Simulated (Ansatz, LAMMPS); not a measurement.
# Elastic response of glassy CaAl2Si2O8 (156 atoms): runs compared

How stiff is glassy CaAl2Si2O8 (156 atoms)?

Computed with Ansatz 0.2.0: Kohn-Sham DFT, PBE, PAW (set soft_2), plane waves.

### 1. The cell as built

The cell holds 156 atoms: 24 Al, 12 Ca, 96 O and 24 Si. Cell: a = 12.697 Å, b = 12.697 Å, c = 12.697 Å, α = 90.0°, β = 90.0°, γ = 90.0°. 156 atoms (24 Al, 12 Ca, 96 O, 24 Si) placed at random at 2.71 g/cm³, melted at 4500 K for 20 ps at fixed volume with the Morse and Coulomb pair potential with partial charges (Pedone, Malavasi, Menziani, Cormack and Segre, J. Phys. Chem. B 110, 11780 (2006)). Quenched from 4500 K to 300 K at 20 K/ps and fixed volume, held 5 ps. The density is a measured one.

What the set-up can't give: The quench rate of 20 K/ps is many orders above laboratory rates, so the cell is likely richer in defects and strain than a real sample. The network of bonds at the start is that of the classical potential that made the cell, and needn't be the one that DFT or experiment would give. Only the Γ point is sampled.

### 2. The reference run

The reference is a single point at the end of the relaxation.

Every strained cell starts from the geometry of this run, and its atoms are relaxed with the cell held.

Its input, with most atom lines left out:

```yaml
crystal:
  lattice:
    - [12.6845, 0.03763, 0.14936]
    - [0.03763, 12.7375, 0.00378]
    - [0.14936, 0.00378, 12.6093]
  atoms:
    - { symbol: Al, position: [0.05512, 0.8709, 0.22245] }
    - { symbol: Al, position: [0.08356, 0.20741, 0.57811] }
    - { symbol: Al, position: [0.58831, 0.526, 0.69071] }
    - { symbol: Al, position: [0.35166, 0.75248, 0.97627] }
    - { symbol: Al, position: [0.14154, 0.4392, 0.61211] }
    - { symbol: Al, position: [0.67105, 0.30885, 0.04682] }
    - { symbol: Al, position: [0.94568, 0.67291, 0.80647] }
    [... atom lines 8 to 156 left out ...]
kpoints:
  mp_grid: { grid: [1, 1, 1] }
hamiltonian:
  xc: pbe
scf:
  occupations: { method: gaussian, width: 0.05 }
output:
  forces: true
  stress: true
  populations: true
  dos:
    method: { smearing: { sigma: 0.15 } }
    de: 0.1
    projected: { site_lists: { Al: [Al], Ca: [Ca], O: [O], Si: [Si] } }
  eigenvalues: true
  write_density: true
  write_potential: true
  volumetric_format: npy
```

* free energy per atom: -670.7939 eV/atom
* r.m.s. force component: 0.00509 eV/Å
* pressure: 0.006871 GPa

Filled and empty levels are parted by 3.76 eV (at Γ alone); a semilocal functional tends to put such gaps too low. In a disordered cell it changes from sample to sample, and tail or defect levels can set it.

### 3. The runs

Each row is one run, on 4 threads of Arm Neoverse V2, shared host. The free energy is the program's total, comparable only between runs with the same functional, potentials and atoms.

| run | atoms | outcome | ionic steps, all passes | free energy (eV) | time | host memory (GiB) |
| --- | --- | --- | --- | --- | --- | --- |
| Single point at the start | 156 | converged | - | -104631.065 | 28 s | 3.1 |
| Cell and atoms relaxed | 156 | converged | 19 | -104643.850 | 9.9 min | 3.2 |
| Single point at the relaxed geometry | 156 | converged | - | -104643.850 | 52 s | 3.2 |
| Volume -3 % | 156 | converged | 10 | -104643.439 | 6.4 min | 3.1 |
| Volume +3 % | 156 | converged | 8 | -104643.496 | 4.9 min | 3.3 |
| Volume -6 % | 156 | converged | 11 | -104642.195 | 6.7 min | 3.1 |
| Volume +6 % | 156 | converged | 9 | -104642.504 | 6 min | 3.3 |
| Volume -10 % | 156 | cut at the time limit | 8 | -104638.999 | 4.7 min | 3.0 |
| Stretched by 1 % along x | 156 | cut at the time limit | 3 | - | 1.9 min | 3.2 |

In some runs the program notes that the SCF threshold is loose for the stress.

### 4. Pressure against volume

Atoms are relaxed at each volume, in the scaled cell.

| volume change (%) | volume (Å³/atom) | energy change (meV/atom) | pressure (GPa) | largest move on relaxing (Å) | bonds | gap (eV) |
| --- | --- | --- | --- | --- | --- | --- |
| -6 | 12.274 | 10.61 | 4.51 | 0.37 | 273 | 4.10 |
| -3 | 12.666 | 2.63 | 2.14 | 0.21 | 267 | 3.91 |
| +0 | 13.057 | 0.00 | 0.01 | - | 266 | 3.76 |
| +3 | 13.449 | 2.27 | -1.86 | 0.16 | 265 | 3.62 |
| +6 | 13.841 | 8.62 | -3.37 | 0.39 | 262 | 3.53 |

### 5. Findings

The bulk modulus, from the slope of pressure against ln V over the three points nearest the relaxed volume, is 66.6 GPa; a quadratic over all points gives a pressure derivative of about 3.8. The count of bonds runs from 262 to 273 over the series, so at some points contacts cross the cutoffs. The gap goes from 4.10 eV at the smallest volume to 3.53 eV at the largest, -4.7 eV per unit of ln V by a straight line, on the run's k-points.

Caveats: Strains are finite and relaxations stop at the force tolerance of the input, which can leave moduli too stiff; they are those of a static cell at zero temperature. Volumes are changed with the cell's shape held, so in an anisotropic solid the modulus lies over the one under free hydrostatic load. The program notes that the SCF threshold of the relaxations is loose for the stress.

The DFT runs together took 42 min of wall time.

[Logs are printed without paths, hosts, clocks, repeated set-up lines and the standing remarks that a program may print on its own settings, such as how far it seeks lower states.]

[Hosts, paths, dates, database ids (printed as entryN), source tags and the programs' standing remarks are cut or masked in the printed files.]
